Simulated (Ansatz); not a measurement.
# TiO2 (C2/c): the gap up the ladder of methods

Aim: the gap of TiO2 (C2/c) at several levels of theory on one structure, with the time that each takes.

Method: density functionals, hybrids and G0W0, plane waves, PAW, in Ansatz 0.2.0.

## Step 1: The structure

It takes space group C2/c (No. 15, monoclinic). The conventional cell has a = 5.412 Å, b = 5.413 Å, c = 5.472 Å, α = 90.00°, β = 118.77°, γ = 90.00°. Ti has 6 O at 1.93 to 2.00 Å nearest. Nearest to O lie 3 Ti at 1.93 to 2.00 Å. Farther neighbours and most contacts between anions are not listed.

The cell and positions are those that the Materials Project relaxed with its own functionals (PBE, PBE+U or r2SCAN), kept fixed. This is not the form that TiO2 usually takes at ambient conditions.

The logs state that the PAW files were generated under PBE.

## Step 2: LDA on the 6×6×6 mesh

Levels along a band path and on the mesh show where this functional puts the band edges.

This step: DFT, LDA, plane waves, PAW; PAW set soft_1.

File input.yaml:

```yaml
crystal:
  lattice:
    - [2.706034, -2.706655, 0.0]
    - [2.706034, 2.706655, 0.0]
    - [-2.633531, 0.0, 4.796637]
  atoms:
    - { symbol: Ti, position: [0.13411, 0.86589, 0.25] }
    - { symbol: Ti, position: [0.86589, 0.13411, 0.75] }
    - { symbol: O, position: [0.331221, 0.088755, 0.667149] }
    - { symbol: O, position: [0.668779, 0.911245, 0.332851] }
    - { symbol: O, position: [0.911245, 0.668779, 0.832851] }
    - { symbol: O, position: [0.088755, 0.331221, 0.167149] }
kpoints:
  mp_grid: { grid: [6, 6, 6] }
  band_path:
    path:
      - [[0.0, 0.0, 0.0], [0.0, 0.0, 0.5], [-0.42056841, 0.42056841, 0.5]]
      - [[-0.57943159, -0.42056841, 0.5], [-0.5, -0.5, 0.5], [0.0, 0.0, 0.0], [-0.5, 0.5, 0.0]]
      - [[-0.5, 0.0, 0.5], [0.0, 0.0, 0.0], [-0.5, 0.0, 0.0]]
    npoints: 10
hamiltonian:
  xc: lda
  pseudopotentials: { kind: paw, azcp: { folder: soft_1 }, xc_functional: pbe }
scf:
  occupations: { method: fermi_dirac, width: 0.02 }
  n_extra_bands: 6
output:
  eigenvalues: true
  write_density: true
  write_potential: true
  elf: true
  volumetric_format: npy
```

Launch:

```sh
$ ansatz run input.yaml --threads 3 --pin off --max-ram 92160MiB --backend cuda --events-out ev --progress --plain --runs-dir out --devices 1 --max-vram 13GiB
```

Numbers of over 12 decimals in the logs are rounded to 6 here.

The log of the run:

```text
scf.n_extra_bands = 6 over 24 filled bands (N_el = 48.0): the run solves 30 bands
GPUs: using 1 of 1 available (devices: 1).
Engine: ansatz 0.2.0, x86_64-unknown-linux-gnu
Pseudopotentials: kind: paw
Pseudopotential: Ti, paw, valence charge 12, recommended cutoff 420 eV (normal), soft_1/Ti.paw.azcp
Pseudopotential: O, paw, valence charge 6, recommended cutoff 420 eV (normal), soft_1/O.paw.azcp
Functional definition: SPW92
  exchange = slater_x
  correlation = pw_c
device memory: the entry about to start is reckoned to put 2.9 GiB on a device that reports 67.5 GiB free (of which the cap on the GPU budget leaves the run 13.0 GiB)
GPU FFT provider: cuFFT
GPU libraries: cuBLAS 13.8.2, cuFFT 12.4.0, cuSOLVER 12.3.4
Crystal: 6 atoms, lattice volume = 70.264 Å³
Basis set: ecut = 420 eV, 1363 PW (Γ)
Bands: 30, of which v1, the nominal top of the filled ones, is band 24 counted from 1 (23 counted from 0)
Symmetry: 4 space group operations
Space group: C2/c (ITA 15), of the structure as read, at distance tolerance 4.1e-5 Å
k-points: 68 of 216
Non-local potential: Ti, projectors of the file, l = 0: 3, l = 1: 2, l = 2: 3, l = 3: 1
Non-local potential: O, projectors of the file, l = 0: 2, l = 1: 2, l = 2: 1
PAW form: soft (Blöchl's): semilocal exchange-correlation on the pseudo side does not see the compensation charge
PAW frozen core: Ti, regenerated for the run's functional, and the local potential with it (the file was generated under x = pbe(κ = 0.804, μ = 0.219515), c = pbe(β = 0.066725))
PAW frozen core: O, regenerated for the run's functional, and the local potential with it (the file was generated under x = pbe(κ = 0.804, μ = 0.219515), c = pbe(β = 0.066725))
PAW one-centre angular grid: Ti, 590 points (default); XC on 64 Gauss nodes
PAW one-centre angular grid: O, 110 points (default); XC on 64 Gauss nodes
Initial density: superposition of atomic densities (chi_scale 0.1, normalization cell, long waves kept (reshape's long-wave potential 0.00 eV rms))
Initial wavefunctions: pseudopotential atomic-orbital guess
GPU buffer pool allocated for 29160 grid points (all kernels)
GPU transforms: local potential and band sums: pruned to the plane-wave sphere, on 25×25×40
Functional: x = slater, c = lda
SCF iter   1: F=—  HF=-7130.694526 eV  |F-HF|=—  |Δ(HF+E_count)|=         —  Δρ=4.87e-2  dr2=1.80e0  ethr=3.10e-3  ⟨swp⟩=6.0  Hψ=7366  notcnv=0
preconditioner: auto → Resta (q_TF=auto, 2.560 Å⁻¹)  ε∞=8.1  [insulator: Δε(μ)=2.011 eV  Ē_g=9.406 eV  σ=0.020 eV  W_gap=1.00  n_scr=18 (ndim 8)  ℏωp=25.1 eV  f_vac=0.000  D(μ)=0.00/eV (n_scr^D=0)  ε∞_Penn≈8.1]
SCF iter   2: F=—  HF=-7130.480360 eV  |F-HF|=—  |Δ(HF+E_count)|=   2.14e-1  Δρ=2.90e-2  dr2=6.70e-1  ethr=3.10e-3  ⟨swp⟩=2.0  Hψ=2793  notcnv=0  defer=117
SCF iter   3: F=—  HF=-7130.308653 eV  |F-HF|=—  |Δ(HF+E_count)|=   1.72e-1  Δρ=5.30e-3  dr2=3.84e-2  ethr=1.40e-3  ⟨swp⟩=2.0  Hψ=3069  notcnv=0  defer=136
SCF iter   4: F=—  HF=-7130.301790 eV  |F-HF|=—  |Δ(HF+E_count)|=   6.86e-3  Δρ=2.28e-3  dr2=4.59e-3  ethr=8.00e-5  ⟨swp⟩=2.0  Hψ=3112  notcnv=0  defer=136
SCF iter   5: F=—  HF=-7130.302465 eV  |F-HF|=—  |Δ(HF+E_count)|=   6.75e-4  Δρ=5.61e-4  dr2=1.60e-4  ethr=9.55e-6  ⟨swp⟩=2.0  Hψ=2742  notcnv=0  defer=136
SCF iter   6: F=—  HF=-7130.302324 eV  |F-HF|=—  |Δ(HF+E_count)|=   1.41e-4  Δρ=1.18e-4  dr2=9.62e-6  ethr=3.33e-7  ⟨swp⟩=2.0  Hψ=3223  notcnv=0  defer=136
SCF iter   7: F=—  HF=-7130.302444 eV  |F-HF|=—  |Δ(HF+E_count)|=   1.20e-4  Δρ=2.40e-5  dr2=4.04e-7  ethr=2.01e-8  ⟨swp⟩=2.1  Hψ=2659  notcnv=0  defer=136
SCF iter   8: F=-7130.302444 eV  HF=-7130.302444 eV  |F-HF|=1.27e-8  |Δ(HF+E_count)|=   2.77e-7  Δρ=4.89e-6  dr2=1.85e-8  ethr=2.08e-10  ⟨swp⟩=7.2  Hψ=5715  notcnv=0
SCF 1 converged in 8 iterations: F = -7130.302444 eV  dr2 = 1.85e-8
[...]
device memory: the entry about to start is reckoned to put 2.4 GiB on a device that reports 58.9 GiB free (of which the cap on the GPU budget leaves the run 13.0 GiB)
NSCF: frozen V_eff on 73 k-points, pencils in batches of 32, up to order 132
SCF converged after 8 iterations
Free energy (F): -7130.302444 eV
Harris-Foulkes:  -7130.302444 eV  (|F-HF|=1.27e-8)
Internal energy: -7130.302444 eV  (E = F + TS)
E sigma→0 (E₀):  -7130.302444 eV
Fermi energy:    7.462344 eV
--- Per-component energies (eV) ---
  E_band       = -488.111475
  E_kinetic    = 1221.610289
  E_local      = -3724.515024  (includes V_loc(G=0)·N_el)
  E_nonlocal   = 338.667803
  E_hartree    = 1422.301562
  E_xc         = -511.151149
  E_vxc        = -651.217813  (∫ρ·V_xc dr)
  E_paw        = -2588.184861  (= ΣΔE_a)
  E_vpaw       = -517.260536  (= ΣTr[D̂ρ^β])
  E_aug_tail   = 0.003011  (compensation charges beyond the density's cutoff)
  E_ewald      = -3290.073663
  E_core_change = 1.039587  (= ΣΔE_core)
  E_smearing   = -0.000000  (= −TS)
  E_closure    = -0.000000  (closes the sum)
  Σ components = -7130.302444   (vs F -7130.302444, Δ=0.00e0)
--- Band table (eV; the first three rows and the last of 68) ---
  k-point 0: bands = [... 20 lower, 5.6972, 5.7496, 6.0235, 6.0293, 8.4414, 9.1773, 10.2169, 10.2252, ... 2 higher]
  k-point 1: bands = [... 20 lower, 5.5267, 5.5657, 6.1566, 6.1599, 8.4873, 9.1244, 10.1243, 10.1369, ... 2 higher]
  k-point 2: bands = [... 20 lower, 5.3049, 5.3143, 6.2934, 6.2952, 8.6152, 8.9826, 10.0583, 10.0675, ... 2 higher]
  k-point 67: bands = [... 20 lower, 4.4238, 4.4238, 6.4438, 6.4438, 9.6538, 9.6538, 10.1227, 10.1227, ... 2 higher]
```

Run time: 14 s. Hardware: 1 × NVIDIA H100 80GB HBM3 (shared by 6 runs) with 3 threads of AMD EPYC 7R13 (Zen 3), shared host; peak memory 0.94 GiB.

Numbers from this step:

| Quantity | Value |
| --- | --- |
| filled bands | 24 |
| gap | 1.938 eV |
| valence top at | k = (-0.450, 0.450, 0.000) |
| conduction bottom at | Γ |
| least direct gap | 2.305 eV |

Over mesh and path the gap is 1.938 eV, from k = (-0.450, 0.450, 0.000) to k = Γ. The least direct gap found is 2.305 eV, at k = (0.000, 0.000, 0.250). On the 6×6×6 mesh alone the same run gives 1.977 eV, so that mesh misses an edge of LDA: 1.977 − 1.938 = +0.039 eV.

## Step 3: r2SCAN on the 6×6×6 mesh

r2SCAN is a meta-GGA: it depends on the kinetic-energy density as well as on the density and its gradient.

This step: DFT, r2SCAN, plane waves, PAW; PAW set soft_1.

File input.yaml:

```yaml
crystal:
  lattice:
    - [2.706034, -2.706655, 0.0]
    - [2.706034, 2.706655, 0.0]
    - [-2.633531, 0.0, 4.796637]
  atoms:
    - { symbol: Ti, position: [0.13411, 0.86589, 0.25] }
    - { symbol: Ti, position: [0.86589, 0.13411, 0.75] }
    - { symbol: O, position: [0.331221, 0.088755, 0.667149] }
    - { symbol: O, position: [0.668779, 0.911245, 0.332851] }
    - { symbol: O, position: [0.911245, 0.668779, 0.832851] }
    - { symbol: O, position: [0.088755, 0.331221, 0.167149] }
kpoints:
  mp_grid: { grid: [6, 6, 6] }
  band_path:
    path:
      - [0.0, 0.0, 0.0]
      - [0.0, 0.0, 0.5]
      - [-0.42056841, 0.42056841, 0.5]
      - [-0.57943159, -0.42056841, 0.5]
      - [-0.5, -0.5, 0.5]
      - [-0.5, 0.5, 0.0]
      - [-0.5, 0.0, 0.5]
      - [-0.5, 0.0, 0.0]
      - [-0.45, 0.45, 0.0]
      - [0.0, 0.0, 0.25]
    npoints: 1
hamiltonian:
  xc: r2scan
  pseudopotentials: { kind: paw, azcp: { folder: soft_1 } }
scf:
  occupations: { method: fixed }
  n_extra_bands: 6
output:
  eigenvalues: true
```

The log of the run:

```text
[...]
GPUs: using 1 of 1 available (devices: 1).
[...]
GPU FFT provider: cuFFT
GPU libraries: cuBLAS 13.8.2, cuFFT 12.4.0, cuSOLVER 12.3.4
Crystal: 6 atoms, lattice volume = 70.264 Å³
Basis set: ecut = 500 eV, 1741 PW (Γ), exchange–correlation on 120×120×160 points (64 copies of the dense FFT grid, shifted against one another)
Bands: 30, of which v1, the nominal top of the filled ones, is band 24 counted from 1 (23 counted from 0)
Symmetry: 4 space group operations
[...]
k-points: 68 of 216
[...]
GPU buffer pool allocated for 36000 grid points (all kernels)
GPU transforms: local potential: pruned to the plane-wave sphere, on 27×27×40; band sums: pruned to the plane-wave sphere, on 30×30×40
[...]
SCF iter   1: F=—  HF=-7292.674571 eV  |F-HF|=—  |Δ(HF+E_count)|=         —  Δρ=7.37e-2  dr2=4.08e0  dr2_τ=6.66e-1  ethr=3.10e-3  ⟨swp⟩=4.1  Hψ=6793  notcnv=0  defer=147
[...]
SCF iter   9: F=-7292.610685 eV  HF=-7292.610685 eV  |F-HF|=2.48e-9  |Δ(HF+E_count)|=   6.12e-8  Δρ=2.02e-6  dr2=3.12e-9  dr2_τ=1.03e-10  ethr=2.08e-10  ⟨swp⟩=7.5  Hψ=5919  notcnv=0
SCF 1 converged in 9 iterations: F = -7292.610685 eV  dr2 = 3.12e-9
[...]
NSCF: frozen V_eff on 10 k-points
SCF converged after 9 iterations
Free energy (F): -7292.610685 eV
[...]
Internal energy: -7292.610685 eV  (E = F + TS)
E sigma→0 (E₀):  -7292.610685 eV
Fermi energy:    6.483588 eV
[...]
--- Band table (eV; the first three rows and the last of 68) ---
  k-point 0: bands = [... 20 lower, 5.7109, 5.7377, 6.0292, 6.0340, 8.9290, 9.6343, 10.6805, 10.6913, ... 2 higher]
  k-point 1: bands = [... 20 lower, 5.5358, 5.5582, 6.1630, 6.1659, 8.9733, 9.5838, 10.5832, 10.5965, ... 2 higher]
  k-point 2: bands = [... 20 lower, 5.3047, 5.3117, 6.3000, 6.3015, 9.0963, 9.4484, 10.5187, 10.5279, ... 2 higher]
  k-point 67: bands = [... 20 lower, 4.4550, 4.4550, 6.4610, 6.4610, 10.0988, 10.0988, 10.5391, 10.5391, ... 2 higher]
```

It took 8.8 s on 1 × NVIDIA H100 80GB HBM3 (shared by 6 runs) with 3 threads; peak memory 0.97 GiB.

Numbers from this step:

| Quantity | Value |
| --- | --- |
| gap | 2.410 eV |
| valence top at | k = (-0.450, 0.450, 0.000) |
| conduction bottom at | Γ |
| least direct gap | 2.782 eV |

Over mesh and listed points the gap is 2.410 eV, from k = (-0.450, 0.450, 0.000) to k = Γ. The least direct gap found is 2.782 eV, at k = (0.000, 0.000, 0.250). On the 6×6×6 mesh alone the same run gives 2.445 eV, so that mesh misses an edge of r2SCAN: 2.445 − 2.410 = +0.035 eV. r2SCAN against LDA: 2.410 − 1.938 = +0.472 eV. The runs also differ in plane-wave cutoff (420 eV and 500 eV), so how much of this comes from the functional alone is not known.

## Step 4: HSE06 on the 4×4×4 mesh

HSE06 mixes in a quarter of exact exchange at short range.

This step: DFT, HSE06, plane waves, PAW; PAW set soft_1.

Changes to input.yaml since step 3:

```diff
@@ -13,3 +13,3 @@
 kpoints:
-  mp_grid: { grid: [6, 6, 6] }
+  mp_grid: { grid: [4, 4, 4] }
   band_path:
@@ -28,3 +28,3 @@
 hamiltonian:
-  xc: r2scan
+  xc: hse06
   pseudopotentials: { kind: paw, azcp: { folder: soft_1 } }
@@ -35 +35,5 @@
   eigenvalues: true
+  write_density: true
+  write_potential: true
+  elf: true
+  volumetric_format: npy
```

The log of the run:

```text
[...]
GPUs: using 1 of 1 available (devices: 1).
[...]
davidson cushion auto → on  (no smearing: the cushion is to keep the highest requested band from converging to the state above it; pin scf.eigensolver.cushion to override)
[...]
GPU FFT provider: cuFFT
GPU libraries: cuBLAS 13.8.2, cuFFT 12.4.0, cuSOLVER 12.3.4
Crystal: 6 atoms, lattice volume = 70.264 Å³
Basis set: ecut = 420 eV, 1363 PW (Γ)
[...]
Fermi energy:    5.854067 eV
[...]
--- Band table (eV; the first three rows and the last of 24) ---
  k-point 0: bands = [... 20 lower, 5.0598, 5.0821, 5.3904, 5.3958, 9.3981, 10.2239, 11.3285, 11.3394, ... 2 higher]
  k-point 1: bands = [... 20 lower, 4.7193, 4.7334, 5.6176, 5.6201, 9.5116, 10.0948, 11.2397, 11.2529, ... 2 higher]
  k-point 2: bands = [... 20 lower, 4.4770, 4.4770, 5.7265, 5.7265, 9.7955, 9.7955, 11.2180, 11.2180, ... 2 higher]
  k-point 23: bands = [... 20 lower, 3.7014, 3.7014, 5.8272, 5.8272, 10.7331, 10.7331, 11.1996, 11.1996, ... 2 higher]
[key lines of the parts left out:]
Free energy (F): -7275.920178 eV
```

Run time: 25 s. Hardware: 1 × NVIDIA H100 80GB HBM3 (shared by 6 runs) with 3 threads; peak memory 1.3 GiB; 31 s of CPU time.

This step gave:

| Property | Result |
| --- | --- |
| gap | 3.507 eV |
| valence top at | k = (-0.450, 0.450, 0.000) |
| conduction bottom at | Γ |
| least direct gap | 3.892 eV |
| exact-exchange fraction | 0.25 |

Over mesh and listed points the gap is 3.507 eV, from k = (-0.450, 0.450, 0.000) to k = Γ. The least direct gap found is 3.892 eV, at k = (0.000, 0.000, 0.250). On the 4×4×4 mesh alone the same run gives 3.544 eV, so that mesh misses an edge of HSE06: 3.544 − 3.507 = +0.037 eV. HSE06 against LDA: 3.507 − 1.938 = +1.569 eV. The runs also differ in mesh (6×6×6 and 4×4×4), so how much of this comes from the functional alone is not known.

## Step 5: PBE0 on the 4×4×4 mesh

PBE0 mixes in a quarter of exact exchange at all distances.

This step: DFT, PBE0, plane waves, PAW; PAW set soft_1.

Changes to input.yaml since step 4:

```diff
@@ -28,3 +28,3 @@
 hamiltonian:
-  xc: hse06
+  xc: pbe0
   pseudopotentials: { kind: paw, azcp: { folder: soft_1 } }
@@ -35,5 +35 @@
   eigenvalues: true
-  write_density: true
-  write_potential: true
-  elf: true
-  volumetric_format: npy
```

The log of the run:

```text
[...]
GPUs: using 1 of 1 available (devices: 1).
[...]
GPU FFT provider: cuFFT
GPU libraries: cuBLAS 13.8.2, cuFFT 12.4.0, cuSOLVER 12.3.4
Crystal: 6 atoms, lattice volume = 70.264 Å³
Basis set: ecut = 420 eV, 1363 PW (Γ)
Bands: 30, of which v1, the nominal top of the filled ones, is band 24 counted from 1 (23 counted from 0)
Symmetry: 4 space group operations
[...]
k-points: 24 of 64
[...]
Fermi energy:    5.459162 eV
[...]
--- Band table (eV; the first three rows and the last of 24) ---
  k-point 0: bands = [... 20 lower, 4.6692, 4.6911, 5.0025, 5.0081, 9.7495, 10.5941, 11.7082, 11.7191, ... 2 higher]
  k-point 1: bands = [... 20 lower, 4.3242, 4.3374, 5.2314, 5.2341, 9.8661, 10.4624, 11.6188, 11.6321, ... 2 higher]
  k-point 2: bands = [... 20 lower, 4.0785, 4.0785, 5.3404, 5.3404, 10.1568, 10.1568, 11.5973, 11.5973, ... 2 higher]
  k-point 23: bands = [... 20 lower, 3.2915, 3.2915, 5.4326, 5.4326, 11.1076, 11.1076, 11.5837, 11.5837, ... 2 higher]
[key lines of the parts left out:]
Free energy (F): -7276.739070 eV
```

It took 31 s on 1 × NVIDIA H100 80GB HBM3 (shared by 6 runs) with 3 threads; peak memory 1.3 GiB.

Numbers from this step:

```
gap                     : 4.252 eV
valence top at          : k = (-0.450, 0.450, 0.000)
conduction bottom at    : Γ
least direct gap        : 4.632 eV
exact-exchange fraction : 0.25
```

Over mesh and listed points the gap is 4.252 eV, from k = (-0.450, 0.450, 0.000) to k = Γ. The least direct gap found is 4.632 eV, at k = (0.000, 0.000, 0.250). On the 4×4×4 mesh alone the same run gives 4.290 eV, so that mesh misses an edge of PBE0: 4.290 − 4.252 = +0.038 eV. PBE0 against HSE06: 4.252 − 3.507 = +0.745 eV, with the same mesh, files and cutoff, and both edges at the same k points.

## Step 6: G0W0@LDA, 6×6×4 mesh, 556 empty bands, screening to 230 eV, PAW set soft_1 files

G0W0 replaces the xc potential by a self-energy built once from the orbitals of the start. Levels are corrected in the window of bands that the input names, at points of the mesh.

This step: G0W0 on LDA, plane waves, PAW; PAW set soft_1.

File input.yaml:

```yaml
crystal:
  lattice:
    - [2.706034, -2.706655, 0.0]
    - [2.706034, 2.706655, 0.0]
    - [-2.633531, 0.0, 4.796637]
  atoms:
    - { symbol: Ti, position: [0.13411, 0.86589, 0.25] }
    - { symbol: Ti, position: [0.86589, 0.13411, 0.75] }
    - { symbol: O, position: [0.331221, 0.088755, 0.667149] }
    - { symbol: O, position: [0.668779, 0.911245, 0.332851] }
    - { symbol: O, position: [0.911245, 0.668779, 0.832851] }
    - { symbol: O, position: [0.088755, 0.331221, 0.167149] }
kpoints:
  mp_grid: { grid: [6, 6, 4] }
hamiltonian:
  xc: lda
  pseudopotentials: { kind: paw, azcp: { folder: soft_1 }, xc_functional: pbe }
scf:
  occupations: { method: fixed }
gw:
  n_empty_bands: 556
  ecut_chi: 230.0
  qp_bands: [v2, c2]
  qp_kpoints: band_edges
  screening: { model: contour_deformation }
```

The log of the run:

```text
GPUs: using 1 of 1 available (devices: 1).
[...]
GPU FFT provider: cuFFT
GPU libraries: cuBLAS 13.8.2, cuFFT 12.4.0, cuSOLVER 12.3.4
Crystal: 6 atoms, lattice volume = 70.264 Å³
Basis set: ecut = 420 eV, 1363 PW (Γ)
Bands: 30, of which v1, the nominal top of the filled ones, is band 24 counted from 1 (23 counted from 0)
Symmetry: 4 space group operations
[...]
k-points: 47 of 144
[...]
1    26      9.0623   -13.3724    -7.5244   -22.2247  0.7045    10.4372    10.3903  root
[...]
46    23      6.4438   -25.5831     4.2848   -20.9744  0.6969     6.1176     6.1199  root
    46    24      6.4438   -25.5831     4.2848   -20.9744  0.6969     6.1176     6.1199  root
    46    25      9.6538   -13.8657    -7.8011   -22.9924  0.6929    11.0324    10.9794  root
    46    26      9.6538   -13.8657    -7.8011   -22.9924  0.6929    11.0324    10.9794  root
[key lines of the parts left out:]
SCF converged after 9 iterations
Free energy (F): -7130.302438 eV
Fermi energy:    6.464625 eV
```

Elapsed: 6.3 min, on 1 × NVIDIA H100 80GB HBM3 (shared by 6 runs) with 3 threads; peak memory 3.8 GiB; 12 min of CPU time.

Numbers from this step:

* bands summed: 580
* RPA ε∞ on this mesh (eigenvalues): 6.129, 6.830, 7.025
* plane waves in the screening matrix: 563
* G0W0 gap over the corrected points: 3.574 eV
* k of the valence top: -0.5, -0.5, 0
* k of the conduction bottom: 0, 0, 0
* starting gap on the mesh: 1.977 eV
* Z at the valence top: 0.6965
* Z at the conduction bottom: 0.7224
* least direct G0W0 gap over the corrected points: 3.926 eV

Over 39 of 47 irreducible mesh points the G0W0 gap is 3.574 eV, from k = (-0.500, -0.500, 0.000) to k = Γ. The LDA gap of this run on the mesh is 1.977 eV. The two states that bound the G0W0 gap lie that far apart at the start, so the correction of the gap is 3.574 − 1.977 = +1.597 eV.

(Part 1 of 2 ends here.)

[Paths, hosts, dates, memory and timing lines, banners, echoed tables and standing remarks are left out of the program output.]

[Logs are printed without paths, hosts, clocks, repeated set-up lines and the standing remarks that a program may print on its own settings, such as how far it seeks lower states.]

[Runs of the session that timed out or met a known fault of the program may be left out.]

[Cells called generated may have been cut or substituted from an entry of the Crystallography Open Database or the Materials Project.]

[Hosts, paths, dates, database ids (printed as entryN), source tags and the programs' standing remarks are cut or masked in the printed files.]

[Where an RPA ε∞ is given, it is that of the G0W0 mesh and is not shown converged in it. Names of k-points follow the symmetry that the program found, which can be lower than the space group named. Band edges on a path are those of the sampled points; other points can move an edge, and change direct to indirect where valleys lie close.]

[Hybrid gaps are those of their k-mesh and are not shown converged in it.]
